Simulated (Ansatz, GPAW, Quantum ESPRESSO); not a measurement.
# Simulated XPS, UPS and emission spectra of TiTe2, part 6 of 10

Wanted: projected DOS of TiTe2, weighted into photoemission and X-ray emission spectra, at several levels of theory.

From the literature, measured:
- Band energy, bonding Te 5pxy band along Gamma-A, energy below the Fermi level (non-dispersive, spin-orbit split peak): 1.7 eV (angle-resolved photoemission at normal emission, photon energies 11.5-33 eV; cleaved single crystal; weak peak, vanishing in the middle of the final-state energy range; spin-orbit split, but a single approximate energy is given for the pair). “Three-dimensional band structure of layered TiTe2: Photoemission final-state effects”, 2006, arxiv:cond-mat/0604285.

Ansatz 0.2.0, Quantum ESPRESSO 7.5 and GPAW 26.7.0; DFT, PBE, plane-wave PAW, default files, scalar-relativistic (the session's first sound run).

So far. Step 2 (The base run): At the Fermi level the DOS is 1.43 states/eV a cell, and on the broadened curves Ti 3d holds 69 % of the total there. Step 6 (The same cell in Quantum ESPRESSO): The run ends at a pressure of 0.96 GPa, with forces up to 0.039 eV/Å.

**8. Projected DOS and spectra**

Level of this step: DFT, PBE, plane waves, ultrasoft GBRV pseudopotentials, scalar-relativistic (Quantum ESPRESSO).

projwfc.x splits the states by atom and shell, which the spectra need, since each shell has its own cross section.

File projwfc.in:

```
&projwfc
  prefix = 'pes'
  outdir = './tmp'
  filpdos = 'pes'
  ngauss = 0
  degauss = 0.00735
  DeltaE = 0.05
  Emin = -21.98
  Emax = 20.02
/
```

On the command line:

```bash
OMP_NUM_THREADS=1 mpirun -n 2 projwfc.x -nk 2 -in projwfc.in > projwfc.out
```

The log of the run:

```text
[banner, memory and clock lines left out]
Program PROJWFC v.7.5 starts

          URL

     ./tmp/pes.save/

     IMPORTANT: XC functional enforced from input :
     Exchange-correlation= PBE
                           (   1   4   3   4   0   0   0)
     Any further DFT definition will be discarded
     Please, verify this is what you really want

     G-vector sticks info

     Check: negative core charge=   -0.000001

     negative rho (up, down):  1.191E-03 0.000E+00

     Gaussian broadening (read from input): ngauss,degauss=   0    0.007350

     Calling projwave ....

  Problem Sizes
  natomwfc =           18
  nbnd     =           22
  nkstot   =          100
  npwx     =         2348
  nkb      =           44

     Atomic states used for projection
     (read from pseudopotential files):

     state #   1: atom   1 (Te ), wfc  1 (l=0 m= 1)
     state #   2: atom   1 (Te ), wfc  2 (l=1 m= 1)
     state #   3: atom   1 (Te ), wfc  2 (l=1 m= 2)
     state #   4: atom   1 (Te ), wfc  2 (l=1 m= 3)
     state #   5: atom   2 (Te ), wfc  1 (l=0 m= 1)
     state #   6: atom   2 (Te ), wfc  2 (l=1 m= 1)
     state #   7: atom   2 (Te ), wfc  2 (l=1 m= 2)
     state #   8: atom   2 (Te ), wfc  2 (l=1 m= 3)
     state #   9: atom   3 (Ti ), wfc  1 (l=0 m= 1)
     state #  10: atom   3 (Ti ), wfc  2 (l=1 m= 1)
     state #  11: atom   3 (Ti ), wfc  2 (l=1 m= 2)
     state #  12: atom   3 (Ti ), wfc  2 (l=1 m= 3)
     state #  13: atom   3 (Ti ), wfc  3 (l=0 m= 1)
     state #  14: atom   3 (Ti ), wfc  4 (l=2 m= 1)
     state #  15: atom   3 (Ti ), wfc  4 (l=2 m= 2)
     state #  16: atom   3 (Ti ), wfc  4 (l=2 m= 3)
     state #  17: atom   3 (Ti ), wfc  4 (l=2 m= 4)
     state #  18: atom   3 (Ti ), wfc  4 (l=2 m= 5)

 k =   0.0000000000  0.0000000000  0.0000000000
==== e(   1) =   -49.50116 eV ====
     psi = 0.983*[#   9]+0.006*[#   2]+0.006*[#   6]+0.002*[#   1]+0.002*[#   5]

    |psi|^2 = 1.000
==== e(   2) =   -25.75665 eV ====
     psi = 0.499*[#  11]+0.499*[#  12]
    |psi|^2 = 0.999
==== e(   3) =   -25.75665 eV ====
     psi = 0.499*[#  11]+0.499*[#  12]
    |psi|^2 = 0.999
==== e(   4) =   -25.71470 eV ====
     psi = 0.992*[#  10]+0.002*[#   1]+0.002*[#   5]+0.002*[#   2]+0.002*[#   6]

    |psi|^2 = 0.999
==== e(   5) =    -4.43740 eV ====
     psi = 0.359*[#   1]+0.359*[#   5]+0.278*[#  13]+0.003*[#   9]
    |psi|^2 = 1.000
==== e(   6) =    -2.93551 eV ====
     psi = 0.491*[#   1]+0.491*[#   5]+0.005*[#  10]+0.004*[#   2]+0.004*[#   6]

    |psi|^2 = 0.996
==== e(   7) =     2.74433 eV ====
     psi = 0.403*[#   2]+0.403*[#   6]+0.098*[#  13]+0.052*[#  14]+0.015*[#   1]
          +0.015*[#   5]+0.010*[#   9]
    |psi|^2 = 0.996
==== e(   8) =     6.30268 eV ====
     psi = 0.191*[#  17]+0.191*[#  18]+0.113*[#   3]+0.113*[#   4]+0.113*[#   7]
          +0.113*[#   8]+0.074*[#  15]+0.074*[#  16]
    |psi|^2 = 0.981
==== e(   9) =     6.30268 eV ====
     psi = 0.191*[#  17]+0.191*[#  18]+0.113*[#   3]+0.113*[#   4]+0.113*[#   7]
          +0.113*[#   8]+0.074*[#  15]+0.074*[#  16]
    |psi|^2 = 0.981
==== e(  10) =     8.34002 eV ====
     psi = 0.866*[#  14]+0.028*[#   2]+0.028*[#   6]
    |psi|^2 = 0.924
==== e(  11) =     8.38762 eV ====
     psi = 0.327*[#  15]+0.327*[#  16]+0.147*[#  17]+0.147*[#  18]
    |psi|^2 = 0.951
==== e(  12) =     8.38762 eV ====
     psi = 0.327*[#  15]+0.327*[#  16]+0.147*[#  17]+0.147*[#  18]
    |psi|^2 = 0.951
==== e(  13) =     8.54029 eV ====
     psi = 0.490*[#   2]+0.490*[#   6]+0.005*[#   1]+0.005*[#   5]+0.003*[#  10]

    |psi|^2 = 0.992
==== e(  14) =     9.03852 eV ====
     psi = 0.246*[#   3]+0.246*[#   4]+0.246*[#   7]+0.246*[#   8]
    |psi|^2 = 0.986
==== e(  15) =     9.03852 eV ====
     psi = 0.246*[#   3]+0.246*[#   4]+0.246*[#   7]+0.246*[#   8]
    |psi|^2 = 0.986
==== e(  16) =    11.01692 eV ====
     psi = 0.140*[#  17]+0.140*[#  18]+0.135*[#   3]+0.135*[#   4]+0.135*[#   7]
          +0.135*[#   8]+0.074*[#  15]+0.074*[#  16]
    |psi|^2 = 0.969
[...]
psi = 0.140*[#  17]+0.140*[#  18]+0.135*[#   3]+0.135*[#   4]+0.135*[#   7]
          +0.135*[#   8]+0.074*[#  15]+0.074*[#  16]
[...]
psi = 0.002*[#   1]+0.002*[#   5]
[...]
psi = 0.544*[#  13]+0.109*[#   1]+0.109*[#   5]+0.054*[#   2]+0.054*[#   6]
          +0.006*[#  14]+0.002*[#   9]
[...]
psi = 0.002*[#   3]+0.002*[#   4]+0.002*[#   7]+0.002*[#   8]
[...]
psi = 0.002*[#   3]+0.002*[#   4]+0.002*[#   7]+0.002*[#   8]
[...]
psi = 0.066*[#  14]
[...]
k =   0.0000000000  0.0000000000  0.0968759618
[...]
psi = 0.982*[#   9]+0.007*[#   2]+0.007*[#   6]+0.001*[#   1]+0.001*[#   5]

[...]
psi = 0.499*[#  11]+0.499*[#  12]
[...]
psi = 0.499*[#  11]+0.499*[#  12]
[...]
psi = 0.992*[#  10]+0.002*[#   1]+0.002*[#   5]+0.002*[#   2]+0.002*[#   6]

[...]
psi = 0.362*[#   1]+0.362*[#   5]+0.264*[#  13]+0.004*[#   2]+0.004*[#   6]
          +0.004*[#   9]
[...]
psi = 0.478*[#   1]+0.478*[#   5]+0.013*[#  13]+0.011*[#   2]+0.011*[#   6]
          +0.005*[#  10]
[...]
psi = 0.391*[#   2]+0.391*[#   6]+0.090*[#  13]+0.058*[#  14]+0.027*[#   1]
          +0.027*[#   5]+0.009*[#   9]
[...]
psi = 0.192*[#  17]+0.192*[#  18]+0.111*[#   3]+0.111*[#   4]+0.111*[#   7]
          +0.111*[#   8]+0.076*[#  15]+0.076*[#  16]
[...]
+0.111*[#   8]+0.076*[#  15]+0.076*[#  16]
[...]
+0.005*[#  13]+0.002*[#  10]
[...]
psi = 0.325*[#  15]+0.325*[#  16]+0.148*[#  17]+0.148*[#  18]
[...]
psi = 0.325*[#  15]+0.325*[#  16]+0.148*[#  17]+0.148*[#  18]
[...]
+0.015*[#   5]+0.001*[#   9]
[...]
+0.002*[#  18]
[...]
+0.002*[#  18]
[...]
+0.136*[#  18]+0.075*[#  15]+0.075*[#  16]
[...]
+0.136*[#  18]+0.075*[#  15]+0.075*[#  16]
[...]
psi = 0.002*[#   1]+0.002*[#   5]+0.002*[#  13]
[...]
+0.003*[#   9]
[...]
+0.001*[#  18]
[...]
+0.001*[#  18]
[...]
psi = 0.051*[#  14]+0.005*[#  13]+0.004*[#   2]+0.004*[#   6]
[...]
k =   0.0000000000  0.0000000000  0.1937519237
[...]
psi = 0.499*[#  11]+0.499*[#  12]
[...]
psi = 0.499*[#  11]+0.499*[#  12]
[...]
+0.047*[#  16]+0.015*[#   1]+0.015*[#   5]+0.011*[#  13]
[...]
+0.011*[#   1]+0.011*[#   5]+0.001*[#   2]+0.001*[#   6]
[...]
+0.014*[#   2]+0.014*[#   6]+0.013*[#   1]+0.013*[#   5]
[...]
+0.018*[#  18]+0.005*[#  13]+0.003*[#   1]+0.003*[#   5]
[...]
+0.004*[#  13]+0.003*[#  14]+0.002*[#   2]+0.002*[#   6]
[...]
psi = 0.002*[#   3]+0.002*[#   4]+0.002*[#   7]+0.002*[#   8]
[...]
k =   0.0000000000  0.0962250449 -0.2906278855
[...]
psi = 0.498*[#  11]+0.498*[#  12]
[...]
psi = 0.992*[#  10]+0.002*[#   1]+0.002*[#   5]
[...]
+0.003*[#   3]+0.003*[#   4]+0.003*[#   7]+0.003*[#   8]
[...]
+0.011*[#   1]+0.011*[#   5]+0.011*[#   2]+0.011*[#   6]
[...]
+0.014*[#  18]+0.011*[#  13]+0.006*[#   1]+0.006*[#   5]
[...]
+0.003*[#   6]+0.002*[#  15]+0.002*[#  16]+0.001*[#  13]
[...]
k =   0.0000000000  0.1924500897  0.0000000000
[...]
+0.001*[#   4]+0.001*[#   5]+0.001*[#   7]+0.001*[#   8]
[...]
k =   0.0000000000  0.1924500897  0.0968759618
[...]
psi = 0.003*[#   3]+0.003*[#   4]+0.003*[#   7]+0.003*[#   8]
[...]
k =   0.0000000000  0.1924500897  0.1937519237
[...]
psi = 0.981*[#   9]+0.007*[#   2]+0.007*[#   6]
[...]
psi = 0.992*[#  10]+0.002*[#   1]+0.002*[#   5]
[...]
k =   0.0000000000  0.1924500897 -0.2906278855
[...]
psi = 0.981*[#   9]+0.007*[#   2]+0.007*[#   6]
[...]
psi = 0.497*[#  11]+0.497*[#  12]+0.001*[#   2]+0.001*[#   6]
[...]
psi = 0.992*[#  10]+0.002*[#   1]+0.002*[#   5]
[...]
k =   0.0000000000  0.2886751346  0.0000000000
[...]
psi = 0.496*[#  11]+0.496*[#  12]+0.002*[#   2]+0.002*[#   6]
[...]
k =   0.0000000000  0.2886751346  0.0968759618
[...]
psi = 0.496*[#  11]+0.496*[#  12]+0.002*[#   2]+0.002*[#   6]
[...]
k =   0.0000000000  0.2886751346  0.1937519237
[...]
psi = 0.496*[#  11]+0.496*[#  12]+0.002*[#   2]+0.002*[#   6]
[...]
k =   0.0000000000  0.2886751346 -0.2906278855
[...]
psi = 0.496*[#  11]+0.496*[#  12]+0.002*[#   2]+0.002*[#   6]
[...]
k =   0.0000000000  0.3849001795  0.0000000000
[...]
k =   0.0000000000  0.3849001795  0.0968759618
[...]
psi = 0.498*[#  11]+0.498*[#  12]
[...]
k =   0.0000000000  0.3849001795  0.1937519237
[...]
psi = 0.498*[#  11]+0.498*[#  12]
[...]
k =   0.0000000000  0.3849001795 -0.2906278855
[...]
psi = 0.498*[#  11]+0.498*[#  12]
[...]
k =   0.0000000000  0.4811252243  0.0000000000
[...]
psi = 0.498*[#  11]+0.498*[#  12]
[...]
k =   0.0000000000  0.4811252243  0.0968759618
[...]
psi = 0.498*[#  11]+0.498*[#  12]
[...]
psi = 0.185*[#   3]
[... cut ...]
  10.03880 eV ====
[...]
k =   0.0000000000  0.3849001795 -0.0968759618
[...]
psi = 0.498*[#  11]+0.498*[#  12]
[...]
k =   0.0000000000  0.3849001795 -0.1937519237
[...]
+0.002*[#   7]+0.002*[#   8]
[...]
psi = 0.498*[#  11]+0.498*[#  12]
[...]
+0.005*[#   8]+0.002*[#  10]+0.002*[#  17]+0.002*[#  18]
[...]
+0.027*[#   5]+0.006*[#   9]
[...]
+0.001*[#  10]
[...]
+0.006*[#   5]+0.003*[#  13]+0.002*[#  11]+0.002*[#  12]
[...]
+0.005*[#   7]+0.005*[#   8]+0.002*[#   1]+0.002*[#   5]
[...]
+0.004*[#  15]+0.004*[#  16]
[...]
+0.018*[#   4]+0.018*[#   7]+0.018*[#   8]+0.011*[#  13]
[...]
+0.006*[#  18]+0.005*[#  15]+0.005*[#  16]+0.004*[#   9]
[...]
+0.002*[#   5]
[...]
k =   0.0000000000  0.4811252243 -0.0968759618
[...]
+0.001*[#   2]+0.001*[#   6]
[...]
+0.001*[#   5]
[...]
psi = 0.498*[#  11]+0.498*[#  12]
[...]
+0.006*[#   6]+0.004*[#  17]+0.004*[#  18]
[...]
+0.003*[#  12]
[...]
+0.145*[#   8]+0.019*[#  17]+0.019*[#  18]
[...]
+0.014*[#   5]+0.004*[#  13]+0.002*[#  10]
[...]
+0.003*[#   3]+0.003*[#   4]+0.003*[#   7]+0.003*[#   8]
[...]
+0.009*[#   4]+0.009*[#   7]+0.009*[#   8]
[...]
+0.010*[#   7]+0.010*[#   8]
[...]
+0.016*[#   8]+0.011*[#  14]+0.009*[#   1]+0.009*[#   5]
[...]
+0.114*[#   8]+0.007*[#  17]+0.007*[#  18]
[...]
+0.002*[#   7]+0.002*[#   8]
[...]
+0.003*[#  16]+0.002*[#  17]+0.002*[#  18]
[...]
+0.003*[#  16]+0.002*[#  14]
[...]
k =   0.0000000000  0.4811252243 -0.1937519237
[...]
+0.001*[#   2]+0.001*[#   6]
[...]
+0.001*[#   5]
[...]
+0.001*[#   8]
[...]
+0.005*[#  18]+0.002*[#   2]+0.002*[#   6]
[...]
psi = 0.476*[#   1]+0.476*[#   5]+0.010*[#   2]+0.010*[#   6]+0.005*[#  15]
[...]
+0.002*[#  12]
    |psi|^2 = 0.997
==== e(   7) =     3.14079 eV ====
     psi = 0.163*[#   3]+0.163*[#   4]+0.163*[#   7]+0.163*[#   8]+0.137*[#  13]
[...]
+0.012*[#   5]+0.012*[#  15]+0.012*[#  16]+0.007*[#   9]+0.004*[#  14]

    |psi|^2 = 0.995
==== e(   8) =     3.75062 eV ====
     psi = 0.185*[#   3]+0.185*[#   4]+0.185*[#   7]+0.185*[#   8]+0.082*[#   2]
          +0.082*[#   6]+0.020*[#  17]+0.020*[#  18]+0.013*[#  15]+0.013*[#  16]
          +0.006*[#   1]+0.006*[#   5]+0.004*[#  10]+0.001*[#  11]+0.001*[#  12]

    |psi|^2 = 0.991
==== e(   9) =     5.35564 eV ====
     psi = 0.317*[#   2]+0.317*[#   6]+0.071*[#  14]+0.038*[#   3]+0.038*[#   4]
          +0.038*[#   7]+0.038*[#   8]+0.035*[#  15]+0.035*[#  16]+0.018*[#  17]
          +0.018*[#  18]+0.006*[#   1]+0.006*[#   5]+0.002*[#  11]+0.002*[#  12]

    |psi|^2 = 0.977
==== e(  10) =     6.03098 eV ====
     psi = 0.180*[#  15]+0.180*[#  16]+0.149*[#   3]+0.149*[#   4]+0.149*[#   7]
          +0.149*[#   8]+0.017*[#  17]+0.017*[#  18]
    |psi|^2 = 0.991
==== e(  11) =     7.03352 eV ====
     psi = 0.335*[#   2]+0.335*[#   6]+0.052*[#  17]+0.052*[#  18]+0.042*[#   3]
          +0.042*[#   4]+0.042*[#   7]+0.042*[#   8]+0.013*[#   1]+0.013*[#   5]
          +0.002*[#  10]
    |psi|^2 = 0.975
==== e(  12) =     7.31285 eV ====
     psi = 0.224*[#   3]+0.224*[#   4]+0.224*[#   7]+0.224*[#   8]+0.020*[#  15]
          +0.020*[#  16]+0.015*[#  17]+0.015*[#  18]+0.002*[#  11]+0.002*[#  12]

    |psi|^2 = 0.969
==== e(  13) =     7.78219 eV ====
     psi = 0.310*[#  14]+0.135*[#  15]+0.135*[#  16]+0.109*[#  17]+0.109*[#  18]
          +0.035*[#   2]+0.035*[#   6]+0.003*[#   3]+0.003*[#   4]+0.003*[#   7]
          +0.003*[#   8]+0.002*[#   1]+0.002*[#   5]+0.002*[#  13]
    |psi|^2 = 0.886
==== e(  14) =     9.17022 eV ====
     psi = 0.454*[#  17]+0.454*[
```

Run time: 1.5 s. Hardware: 2 MPI ranks of Arm Neoverse V1, shared host.

This step gave:

| Quantity | Value |
| --- | --- |
| share of occupied states in no projected shell | 0.0165 of the occupied states in the window |
| DOS at the Fermi level | 1.297 states/eV/cell |

This run's widths, added to any smearing of the DOS itself: Gaussian 0.15 eV, Lorentzian 0.1 eV. The intensity by binding energy, zero at the Fermi level; values in % of the maximum within 13 eV:

| binding energy (eV) | 21.2 eV | 60 eV | 1486.7 eV | 5414.7 eV | 5950 eV |
| --- | --- | --- | --- | --- | --- |
| -1 | 0.541 | 0.516 | 0.380 | 0.266 | 0.256 |
| 0 | 15.3 | 21.2 | 5.12 | 3.00 | 2.88 |
| 1 | 40.1 | 32.1 | 32.2 | 22.7 | 21.8 |
| 2 | 88.2 | 82.7 | 61.0 | 42.2 | 40.6 |
| 3 | 35.8 | 21.3 | 36.0 | 26.1 | 25.2 |
| 4 | 47.1 | 22.8 | 52.0 | 38.1 | 36.7 |
| 5 | 12.5 | 5.72 | 14.4 | 10.4 | 10.1 |
| 6 | 0.498 | 0.298 | 0.568 | 0.429 | 0.415 |
| 7 | 0.234 | 0.162 | 0.325 | 0.263 | 0.257 |
| 8 | 0.150 | 0.124 | 0.325 | 0.288 | 0.285 |
| 9 | 0.128 | 0.148 | 0.584 | 0.558 | 0.556 |
| 10 | 0.384 | 0.807 | 4.30 | 4.28 | 4.27 |
| 11 | 3.82 | 8.28 | 55.3 | 54.9 | 54.9 |
| 12 | - | 1.72 | 13.8 | 13.4 | 13.4 |
| 13 | - | 0.0939 | 0.516 | 0.501 | 0.500 |
| 14 | - | 0.0472 | 0.204 | 0.195 | 0.194 |

Maxima picked by a test of local sharpness, so broad peaks and shoulders can be missing; peaks within 0.45 eV of a curve's cut are left out. Valence peaks, by row:

| photon energy (eV) | binding energy (eV) | height (% of the maximum within 13 eV) | main shell | its share (%) |
| --- | --- | --- | --- | --- |
| 21.2 | 10.55 | 7.717 | Ti 3d | 58.25 |
| 21.2 | 4.101 | 48.64 | Te 5p | 80.72 |
| 21.2 | 1.751 | 100 | Ti 3d | 55.04 |
| 21.2 | 0.3015 | 26.47 | Ti 3d | 64.84 |
| 60 | 10.5 | 18.09 | Te 5s | 55.68 |
| 60 | 4.051 | 23.15 | Ti 3d | 67.92 |
| 60 | 1.751 | 100 | Ti 3d | 91.8 |
| 60 | 0.2015 | 31.66 | Ti 3d | 95.77 |
| 1487 | 10.55 | 100 | Te 5s | 97.32 |
| 1487 | 4.101 | 54.31 | Te 5p | 91.86 |
| 1487 | 1.751 | 63.92 | Te 5p | 89.14 |
| 5415 | 10.55 | 100 | Te 5s | 98.37 |
| 5415 | 4.101 | 39.74 | Te 5p | 91.9 |
| 5415 | 2.301 | 38.5 | Te 5p | 95.59 |
| 5415 | 1.801 | 43.76 | Te 5p | 95.44 |
| 5950 | 10.55 | 100 | Te 5s | 98.44 |
| 5950 | 4.101 | 38.28 | Te 5p | 91.69 |
| 5950 | 2.301 | 37.03 | Te 5p | 95.53 |
| 5950 | 1.801 | 42.07 | Te 5p | 95.41 |

Spectra as before, but with a recipe of its own (widths, and in some runs the light), which changes peak heights and what is resolved: Gaussian 0.15 eV, Lorentzian 0.1 eV plus 0 times the binding energy, unpolarised light, analyser at 45°, Fermi edge at 300 K; some photon energies differ too.

[end of part 6 of 10]

[Logs are printed without paths, hosts, clocks, repeated set-up lines and the standing remarks that a program may print on its own settings, such as how far it seeks lower states.]

[Hosts, paths, dates, database ids (printed as entryN), source tags and the programs' standing remarks are cut or masked in the printed files.]

[Maps of the electrostatic potential energy from Ansatz leave out the sawtooth potential of an applied field or a dipole correction, so their vacuum need not be flat; work functions include it.]

[Peak lists hold at most the 14 tallest peaks of each spectrum; further lines can be left out.]
